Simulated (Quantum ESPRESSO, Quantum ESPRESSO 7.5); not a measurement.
# Na(100), 5 layers: solver and mixing choices

Which eigensolver and mixing suits Na(100), 5 layers? The physics should not care; the clock does.

Program: Quantum ESPRESSO 7.5. Level of theory: plane-wave DFT, PBE, PseudoDojo norm-conserving pseudopotentials. Results are calculated unless marked as measured.

### Step 1. The structure

The cell holds 5 atoms: 5 Na. Cell: a = 4.230 Å, b = 4.230 Å, c = 24.460 Å, α = 90.0°, β = 90.0°, γ = 90.0°. It derives from Na. Vacuum lies along c.

### Step 2. Self-consistent run: david, local-TF mixing, beta 0.4, history 8

The first run is the reference of the series.

File c0.in:

```
&control
  prefix = 'c0'
  outdir = './out'
  pseudo_dir = './pseudo'
  calculation = 'scf'
  tprnfor = .true.
/
&system
  ibrav = 0
  nat = 5
  ntyp = 1
  ecutwfc = 76
  ecutrho = 304
  occupations = 'smearing'
  smearing = 'mv'
  degauss = 0.02
  assume_isolated = 'esm'
  esm_bc = 'bc1'
/
&electrons
  conv_thr = 1e-07
  mixing_beta = 0.4
  electron_maxstep = 80
  mixing_mode = 'local-TF'
  diagonalization = 'david'
  mixing_ndim = 8
/
ATOMIC_SPECIES
  Na  22.9898  Na.dojo-sr-pbe-0.4.1-standard.upf
CELL_PARAMETERS angstrom
  4.23000000000000 0.00000000000000 0.00000000000000
  0.00000000000000 4.23000000000000 0.00000000000000
  0.00000000000000 0.00000000000000 24.46000000000000
ATOMIC_POSITIONS crystal
  Na  0.000000000000 0.000000000000 -0.172935404742
  Na  0.500000000000 0.500000000000 -0.086467702371
  Na  0.000000000000 0.000000000000 0.000000000000
  Na  0.500000000000 0.500000000000 0.086467702371
  Na  0.000000000000 0.000000000000 0.172935404742
K_POINTS automatic
  6 6 1 0 0 0
```

On the command line:

```console
$ OMP_NUM_THREADS=1 mpirun -n 4 pw.x -nk 2 -in c0.in > c0.out
```

Output:

```text
Program PWSCF v.7.5 starts
[citation notice left out]

     Parallel version (MPI & OpenMP), running on       4 processor cores
     Number of MPI processes:                 4
     Threads/MPI process:                     1

     MPI processes distributed on     1 nodes
[...]
Current dimensions of program PWSCF are:
     Max number of different atomic species (ntypx) = 10
     Max number of k-points (npk) =  40000
     Max angular momentum in pseudopotentials (lmaxx) =  4
     Message from routine setup:
     using ibrav=0 with symmetry is DISCOURAGED, use correct ibrav instead

     K-points division:     npool     =       2
     R & G space division:  proc/nbgrp/npool/nimage =       2
     Subspace diagonalization in iterative solution of the eigenvalue problem:
     a serial algorithm will be used

     Parallelization info
     --------------------
     sticks:   dense  smooth     PW     G-vecs:    dense   smooth      PW
     Min         774     774    218               132174   132174   19882
     Max         775     775    219               132191   132191   19891
     Sum        1549    1549    437               264365   264365   39773

     Using Slab Decomposition

     bravais-lattice index     =            0
     lattice parameter (alat)  =       7.9935  a.u.
     unit-cell volume          =    2953.4783 (a.u.)^3
     number of atoms/cell      =            5
     number of atomic types    =            1
     number of electrons       =        45.00
     number of Kohn-Sham states=           28
     kinetic-energy cutoff     =      76.0000  Ry
     charge density cutoff     =     304.0000  Ry
     scf convergence threshold =      1.0E-07
     mixing beta               =       0.4000
     number of iterations used =            8  local-TF  mixing
     Exchange-correlation= PBE
                           (   1   4   3   4   0   0   0)

     Effective Screening Medium Method
     =================================
     Boundary Conditions: Vacuum-Slab-Vacuum
     total charge in unit cell        =   0.0000
     grid points for fit at edges     =        4

     celldm(1)=   7.993542  celldm(2)=   0.000000  celldm(3)=   0.000000
     celldm(4)=   0.000000  celldm(5)=   0.000000  celldm(6)=   0.000000

     crystal axes: (cart. coord. in units of alat)
               a(1) = (   1.000000   0.000000   0.000000 )
               a(2) = (   0.000000   1.000000   0.000000 )
               a(3) = (   0.000000   0.000000   5.782506 )

     reciprocal axes: (cart. coord. in units 2 pi/alat)
               b(1) = (  1.000000  0.000000  0.000000 )
               b(2) = (  0.000000  1.000000  0.000000 )
               b(3) = (  0.000000  0.000000  0.172935 )

     PseudoPot. # 1 for Na read from file:
     ./pseudo/Na.dojo-sr-pbe-0.4.1-standard.upf
     Pseudo is Norm-conserving, Zval =  9.0
     Generated using ONCVPSP code by D. R. Hamann
     Using radial grid of 1992 points,  4 beta functions with:
                l(1) =   0
                l(2) =   0
                l(3) =   1
                l(4) =   1

     atomic species   valence    mass     pseudopotential
     Na                9.00    22.98980     Na( 1.00)

     16 Sym. Ops., with inversion, found

   Cartesian axes

     site n.     atom                  positions (alat units)
         1        Na     tau(   1) = (   0.0000000   0.0000000  -1.0000000  )
         2        Na     tau(   2) = (   0.5000000   0.5000000  -0.5000000  )
         3        Na     tau(   3) = (   0.0000000   0.0000000   0.0000000  )
         4        Na     tau(   4) = (   0.5000000   0.5000000   0.5000000  )
         5        Na     tau(   5) = (   0.0000000   0.0000000   1.0000000  )

     number of k points=    10  Marzari-Vanderbilt smearing, width (Ry)=  0.0200
                       cart. coord. in units 2pi/alat
        k(    1) = (   0.0000000   0.0000000   0.0000000), wk =   0.0555556
        k(    2) = (   0.0000000   0.1666667   0.0000000), wk =   0.2222222
        k(    3) = (   0.0000000   0.3333333   0.0000000), wk =   0.2222222
        k(    4) = (   0.0000000  -0.5000000   0.0000000), wk =   0.1111111
        k(    5) = (   0.1666667   0.1666667   0.0000000), wk =   0.2222222
        k(    6) = (   0.1666667   0.3333333   0.0000000), wk =   0.4444444
        k(    7) = (   0.1666667  -0.5000000   0.0000000), wk =   0.2222222
        k(    8) = (   0.3333333   0.3333333   0.0000000), wk =   0.2222222
        k(    9) = (   0.3333333  -0.5000000   0.0000000), wk =   0.2222222
        k(   10) = (  -0.5000000  -0.5000000   0.0000000), wk =   0.0555556

     Dense  grid:   264365 G-vectors     FFT dimensions: (  45,  45, 270)

     Estimated max dynamical RAM per process >     183.12 MB

     Estimated total dynamical RAM >     667.94 MB

     Initial potential from superposition of free atoms

     starting charge      44.9687, renormalised to      45.0000

     negative rho (up, down):  1.519E-05 0.000E+00
     Starting wfcs are   25 randomized atomic wfcs +    3 random wfcs

     total cpu time spent up to now is        2.8 secs

     per-process dynamical memory:   107.2 Mb

     Self-consistent Calculation

     iteration #  1     ecut=    76.00 Ry     beta= 0.40
     Davidson diagonalization with overlap
     ethr =  1.00E-02,  avg # of iterations = 16.8

     Threshold (ethr) on eigenvalues was too large:
     Diagonalizing with lowered threshold

     Davidson diagonalization with overlap
     c_bands:  1 eigenvalues not converged
     c_bands:  1 eigenvalues not converged
     c_bands:  1 eigenvalues not converged
     c_bands:  1 eigenvalues not converged
     ethr =  1.74E-04,  avg # of iterations = 19.2

     total cpu time spent up to now is       28.9 secs

     total energy              =    -457.10979017 Ry
     estimated scf accuracy    <       0.13599518 Ry

     iteration #  2     ecut=    76.00 Ry     beta= 0.40
[...]
total energy              =    -457.09094962 Ry
     estimated scf accuracy    <       0.08449979 Ry

     iteration #  3     ecut=    76.00 Ry     beta= 0.40
[...]
c_bands:  1 eigenvalues not converged
[...]
total energy              =    -457.09963173 Ry
     estimated scf accuracy    <       0.00426703 Ry

     iteration #  4     ecut=    76.00 Ry     beta= 0.40
[...]
c_bands:  1 eigenvalues not converged
     c_bands:  3 eigenvalues not converged
     c_bands:  2 eigenvalues not converged
     c_bands:  3 eigenvalues not converged
     c_bands:  3 eigenvalues not converged
[...]
total energy              =    -457.10260690 Ry
     estimated scf accuracy    <       0.00412813 Ry

     iteration #  5     ecut=    76.00 Ry     beta= 0.40
[...]
c_bands:  3 eigenvalues not converged
     c_bands:  1 eigenvalues not converged
     c_bands:  1 eigenvalues not converged
[...]
total energy              =    -457.10236524 Ry
     estimated scf accuracy    <       0.00330619 Ry

     iteration #  6     ecut=    76.00 Ry     beta= 0.40
[...]
total energy              =    -457.10234580 Ry
     estimated scf accuracy    <       0.00121230 Ry

     iteration #  7     ecut=    76.00 Ry     beta= 0.40
[...]
c_bands:  2 eigenvalues not converged
[...]
negative rho (up, down):  2.419E-04 0.000E+00

[...]
total energy              =    -457.10214168 Ry
     estimated scf accuracy    <       0.00111644 Ry

     iteration #  8     ecut=    76.00 Ry     beta= 0.40
[...]
negative rho (up, down):  2.413E-05 0.000E+00

[...]
total energy              =    -457.10177348 Ry
     estimated scf accuracy    <       0.00029398 Ry

     iteration #  9     ecut=    76.00 Ry     beta= 0.40
[...]
total energy              =    -457.10166398 Ry
     estimated scf accuracy    <       0.00004227 Ry

     iteration # 10     ecut=    76.00 Ry     beta= 0.40
[...]
c_bands:  1 eigenvalues not converged
[...]
total energy              =    -457.10157464 Ry
     estimated scf accuracy    <       0.00000641 Ry

     iteration # 11     ecut=    76.00 Ry     beta= 0.40
[...]
negative rho (up, down):  1.479E-05 0.000E+00

[...]
total energy              =    -457.10151369 Ry
     estimated scf accuracy    <       0.00000224 Ry

     iteration # 12     ecut=    76.00 Ry     beta= 0.40
[...]
c_bands:  1 eigenvalues not converged
[...]
total energy              =    -457.10152348 Ry
     estimated scf accuracy    <       0.00000017 Ry

     iteration # 13     ecut=    76.00 Ry     beta= 0.40
[...]
c_bands:  1 eigenvalues not converged
     c_bands:  1 eigenvalues not converged
[...]
End of self-consistent calculation

          k = 0.0000 0.0000 0.0000 ( 32993 PWs)   bands (ev):

   -55.9789 -55.9789 -55.6551 -55.6550 -55.6403 -27.9122 -27.9122 -27.8929
   -27.8929 -27.8929 -27.8929 -27.5852 -27.5841 -27.5841 -27.5825 -27.5805
   -27.5805 -27.5662 -27.5603 -27.5603  -5.6101  -4.9142  -3.8469  -2.6175
    -1.4601  -0.4203  -0.1162   1.0392

          k = 0.0000 0.1667 0.0000 ( 32990 PWs)   bands (ev):

   -55.9789 -55.9789 -55.6550 -55.6549 -55.6403 -27.9121 -27.9121 -27.8941
   -27.8941 -27.8928 -27.8927 -27.5864 -27.5862 -27.5833 -27.5822 -27.5809
   -27.5804 -27.5655 -27.5609 -27.5608  -5.3703  -4.6767  -3.6126  -2.3881
    -1.2389  -0.2015   0.0262   0.1921

          k = 0.0000 0.3333 0.0000 ( 33000 PWs)   bands (ev):

   -55.9788 -55.9788 -55.6550 -55.6549 -55.6403 -27.9120 -27.9120 -27.8964
   -27.8964 -27.8925 -27.8925 -27.5899 -27.5882 -27.5839 -27.5814 -27.5802
   -27.5801 -27.5647 -27.5624 -27.5616  -4.6573  -3.9702  -2.9160  -1.8919
    -1.7177  -1.1934  -0.5852  -0.1073

          k = 0.0000-0.5000 0.0000 ( 33018 PWs)   bands (ev):

   -55.9788 -55.9788 -55.6549 -55.6549 -55.6403 -27.9119 -27.9119 -27.8977
   -27.8977 -27.8924 -27.8923 -27.5918 -27.5886 -27.5855 -27.5804 -27.5801
   -27.5795 -27.5645 -27.5632 -27.5619  -3.5110  -3.4664  -2.8799  -2.7363
    -1.8357  -1.6878  -0.7185  -0.3584

          k = 0.1667 0.1667 0.0000 ( 33026 PWs)   bands (ev):

   -55.9789 -55.9789 -55.6550 -55.6549 -55.6403 -27.9120 -27.9120 -27.8940
   -27.8940 -27.8940 -27.8940 -27.5867 -27.5858 -27.5852 -27.5820 -27.5816
   -27.5805 -27.5654 -27.5618 -27.5608  -5.1316  -4.4401  -3.3792  -2.1588
    -1.0175   0.0249   0.0796   0.6850

          k = 0.1667 0.3333 0.0000 ( 33041 PWs)   bands (ev):

   -55.9788 -55.9788 -55.6549 -55.6549 -55.6403 -27.9118 -27.9118 -27.8964
   -27.8964 -27.8937 -27.8937 -27.5889 -27.5881 -27.5853 -27.5823 -27.5817
   -27.5799 -27.5655 -27.5625 -27.5615  -4.4216  -3.7365  -2.6852  -1.6731
    -1.4926  -0.9751  -0.3685   0.1033

[...]
the Fermi energy is    -2.6102 ev

!    total energy              =    -457.10152123 Ry
     estimated scf accuracy    <       0.00000004 Ry
     smearing contrib. (-TS)   =      -0.00273546 Ry
     internal energy E=F+TS    =    -457.09878577 Ry

     The total energy is F=E-TS. E is the sum of the following terms:
     one-electron contribution =    2200.94672226 Ry
     hartree contribution      =   -1107.76883746 Ry
     xc contribution           =     -68.50320203 Ry
     ewald contribution        =   -1481.77346854 Ry

     convergence has been achieved in  13 iterations

     Forces acting on atoms (cartesian axes, Ry/au):

     atom    1 type  1   force =     0.00000000    0.00000000    0.00009630
     atom    2 type  1   force =     0.00000000    0.00000000   -0.00003330
     atom    3 type  1   force =     0.00000000    0.00000000    0.00000000
     atom    4 type  1   force =     0.00000000    0.00000000    0.00003330
     atom    5 type  1   force =     0.00000000    0.00000000   -0.00009630

     Total force =     0.000144     Total SCF correction =     0.000575
     SCF correction compared to forces is large: reduce conv_thr to get better values

[...]
=------------------------------------------------------------------------------=
   JOB DONE.
=------------------------------------------------------------------------------=
[...]
```

Wall time 2.7 min (4 MPI ranks of Arm Neoverse N1, shared host); peak memory 0.79 GiB.

Numbers from this step:

```
free energy                                                    : -6219.1830 eV
Fermi energy                                                   : -2.610 eV
vacuum line at the lower end of the cell, over the Fermi level : 2.610 eV
vacuum line at the upper end of the cell, over the Fermi level : 2.610 eV
```

The potential energy, planar mean oscillates, so the rows of the table below give means over windows of 2.08 Å about each position, cut where the curve ends. Its maxima inside the range that stand out by 2 % of the span (Å: eV): -3.2: 0.878, -1.1: 0.827, 1.1: 0.827, 3.2: 0.878. Its minima: -4.3: -3.03, -2.1: -2.92, 0.0: -2.90, 2.1: -2.92, 4.3: -3.03.

Electrostatic potential energy of an electron; zero at the Fermi level. Table of potential energy, planar mean by z; means over each step:

```csv
z (Å),"potential energy, planar mean (eV)"
-11.19,2.61
-9.11,2.61
-7.03,2.51
-4.95,6.0e-4
-2.87,-0.591
-0.79,-0.579
1.29,-0.587
3.37,-0.601
5.45,1.18
7.53,2.57
9.61,2.61
11.69,2.61
```

The program's own clock; routines nest. Time by routine:

```csv
routine,wall time (s),calls
PWSCF,160.4,1
electrons,156.9,1
c_bands,122.3,14
cegterg,115,70
h_psi,93.93,988
fftw,88.58,16052
vloc_psi,85.56,988
mix_rho,19.21,14
sum_band,12.61,14
ffts,11.19,1244
calbec,4.25,1008
add_vuspsi,4.02,988
h_psi:calbec,4.01,988
init_run,2.72,1
```

The vacuum levels are read from the outermost 0.7 Å of the cell on either side.

The run needed 13 iterations to bring the estimated error under 1e-07 Ry.

Inside the slab this potential holds the local part of the pseudopotentials, which can be repulsive at the nuclei; only its value in the vacuum has a meaning of its own.

### Step 3. Ground state: david, plain mixing, beta 0.4, history 8

c1.in is the input of step 2 with these lines changed:

```diff
@@ -1,3 +1,3 @@
 &control
-  prefix = 'c0'
+  prefix = 'c1'
   outdir = './out'
@@ -23,3 +23,3 @@
   electron_maxstep = 80
-  mixing_mode = 'local-TF'
+  mixing_mode = 'plain'
   diagonalization = 'david'
```

On the command line:

```console
$ OMP_NUM_THREADS=1 mpirun -n 4 pw.x -nk 2 -in c1.in > c1.out
```

Output:

```text
[banner, memory and clock lines left out]
Program PWSCF v.7.5 starts
[...]
Message from routine setup:
[...]
number of electrons       =        45.00
     number of Kohn-Sham states=           28
     kinetic-energy cutoff     =      76.0000  Ry
     charge density cutoff     =     304.0000  Ry
[...]
number of k points=    10  Marzari-Vanderbilt smearing, width (Ry)=  0.0200
[...]
Dense  grid:   264365 G-vectors     FFT dimensions: (  45,  45, 270)
[...]
negative rho (up, down):  1.519E-05 0.000E+00
     Starting wfcs are   25 randomized atomic wfcs +    3 random wfcs
[...]
negative rho (up, down):  1.012E-08 0.000E+00
[...]
estimated scf accuracy    <       0.13599518 Ry
[...]
estimated scf accuracy    <       0.57488708 Ry
[...]
estimated scf accuracy    <       0.00347597 Ry
[...]
estimated scf accuracy    <       0.00225964 Ry
[...]
estimated scf accuracy    <       0.00034200 Ry
[...]
estimated scf accuracy    <       0.00040275 Ry
[...]
estimated scf accuracy    <       0.00001002 Ry
[...]
estimated scf accuracy    <       0.00008519 Ry
[...]
estimated scf accuracy    <       0.00004573 Ry
[...]
estimated scf accuracy    <       0.00000120 Ry
[...]
estimated scf accuracy    <       0.00000120 Ry
[...]
estimated scf accuracy    <       0.00000031 Ry
[...]
estimated scf accuracy    <       0.00000015 Ry
[...]
estimated scf accuracy    <       0.00000011 Ry
[...]
the Fermi energy is    -2.6103 ev
!    total energy              =    -457.10152123 Ry
     estimated scf accuracy    <       0.00000003 Ry
     smearing contrib. (-TS)   =      -0.00273552 Ry
     internal energy E=F+TS    =    -457.09878571 Ry
[...]
one-electron contribution =    2200.94893163 Ry
     hartree contribution      =   -1107.77100502 Ry
     xc contribution           =     -68.50324378 Ry
     ewald contribution        =   -1481.77346854 Ry
     convergence has been achieved in  15 iterations
[...]
Total force =     0.000082     Total SCF correction =     0.000628
[...]
```

Run time: 2.9 min. Hardware: 4 MPI ranks; peak memory 0.75 GiB.

The program's own clock; routines nest. Time by routine:

```csv
routine,wall time (s),calls
PWSCF,172.6,1
electrons,169.2,1
c_bands,150.3,16
cegterg,138.3,80
h_psi,113.6,924
fftw,106.5,18914
vloc_psi,104,924
sum_band,14.96,16
calbec,4.84,944
h_psi:calbec,4.6,924
add_vuspsi,4.53,924
v_of_rho,3.14,16
init_run,2.71,1
wfcinit,2.11,1
```

Counted from each run's own zero (the Fermi level), the vacuum level differs from the first run's by +0 meV.

### Step 4. Ground state: david, plain mixing, beta 0.7, history 8

c2.in is the input of step 3 with these lines changed:

```diff
@@ -1,3 +1,3 @@
 &control
-  prefix = 'c1'
+  prefix = 'c2'
   outdir = './out'
@@ -21,3 +21,3 @@
   conv_thr = 1e-07
-  mixing_beta = 0.4
+  mixing_beta = 0.7
   electron_maxstep = 80
```

On the command line:

```console
$ OMP_NUM_THREADS=1 mpirun -n 4 pw.x -nk 2 -in c2.in > c2.out
```

Output:

```text
[banner, memory and clock lines left out]
Program PWSCF v.7.5 starts
[...]
Message from routine setup:
[...]
number of electrons       =        45.00
     number of Kohn-Sham states=           28
     kinetic-energy cutoff     =      76.0000  Ry
     charge density cutoff     =     304.0000  Ry
[...]
number of k points=    10  Marzari-Vanderbilt smearing, width (Ry)=  0.0200
[...]
Dense  grid:   264365 G-vectors     FFT dimensions: (  45,  45, 270)
[...]
negative rho (up, down):  1.519E-05 0.000E+00
     Starting wfcs are   25 randomized atomic wfcs +    3 random wfcs
[...]
estimated scf accuracy    <       0.13599518 Ry
[...]
estimated scf accuracy    <       3.02503676 Ry
[...]
estimated scf accuracy    <       0.00743866 Ry
[...]
estimated scf accuracy    <       0.00763184 Ry
[...]
negative rho (up, down):  3.469E-06 0.000E+00
[...]
estimated scf accuracy    <       0.00095331 Ry
[...]
negative rho (up, down):  6.704E-05 0.000E+00
[...]
estimated scf accuracy    <       0.00144693 Ry
[...]
negative rho (up, down):  2.066E-05 0.000E+00
[...]
estimated scf accuracy    <       0.00035679 Ry
[...]
negative rho (up, down):  2.377E-06 0.000E+00
[...]
estimated scf accuracy    <       0.00002244 Ry
[...]
negative rho (up, down):  1.497E-05 0.000E+00
[...]
estimated scf accuracy    <       0.00001409 Ry
[...]
estimated scf accuracy    <       0.00001884 Ry
[...]
estimated scf accuracy    <       0.00000453 Ry
[...]
estimated scf accuracy    <       0.00000207 Ry
[...]
estimated scf accuracy    <       0.00000265 Ry
[...]
estimated scf accuracy    <       0.00000201 Ry
[...]
estimated scf accuracy    <       0.00000077 Ry
[...]
estimated scf accuracy    <       0.00000102 Ry
[...]
estimated scf accuracy    <       0.00000595 Ry
[...]
estimated scf accuracy    <       0.00000283 Ry
[...]
estimated scf accuracy    <       0.00000180 Ry
[...]
estimated scf accuracy    <       0.00000074 Ry
[...]
estimated scf accuracy    <       0.00000011 Ry
[...]
the Fermi energy is    -2.6107 ev
!    total energy              =    -457.10152121 Ry
     estimated scf accuracy    <       0.00000002 Ry
     smearing contrib. (-TS)   =      -0.00273533 Ry
     internal energy E=F+TS    =    -457.09878589 Ry
[...]
one-electron contribution =    2200.94918040 Ry
     hartree contribution      =   -1107.77135433 Ry
     xc contribution           =     -68.50314341 Ry
     ewald contribution        =   -1481.77346854 Ry
     convergence has been achieved in  22 iterations
[...]
Total force =     0.000051     Total SCF correction =     0.000849
[...]
```

Wall time 3.7 min (4 MPI ranks); peak memory 0.75 GiB; 15 min of CPU time.

This step gave:

| Quantity | Value |
| --- | --- |
| Fermi energy | -2.611 eV |
| vacuum line at the lower end of the cell, over the Fermi level | 2.611 eV |
| vacuum line at the upper end of the cell, over the Fermi level | 2.611 eV |

The program's own clock; routines nest. Time by routine:

```csv
routine,wall time (s),calls
PWSCF,222.6,1
electrons,219,1
c_bands,191.9,23
cegterg,178.1,115
h_psi,147.2,1130
fftw,139.8,24652
vloc_psi,135,1130
sum_band,21.33,23
calbec,6.13,1150
h_psi:calbec,5.88,1130
add_vuspsi,5.79,1130
v_of_rho,4.53,23
init_run,2.82,1
fft,2.23,232
```

Counted from each run's own zero (the Fermi level), the vacuum level differs from the first run's by +1 meV.

[end of part 1 of 3]

[Logs are printed without paths, hosts, clocks, repeated set-up lines and the standing remarks that a program may print on its own settings, such as how far it seeks lower states.]

[Hosts, paths, dates, database ids (printed as entryN), source tags and the programs' standing remarks are cut or masked in the printed files.]

[Maps of the electrostatic potential energy from Ansatz leave out the sawtooth potential of an applied field or a dipole correction, so their vacuum need not be flat; planar profiles and work functions include it.]
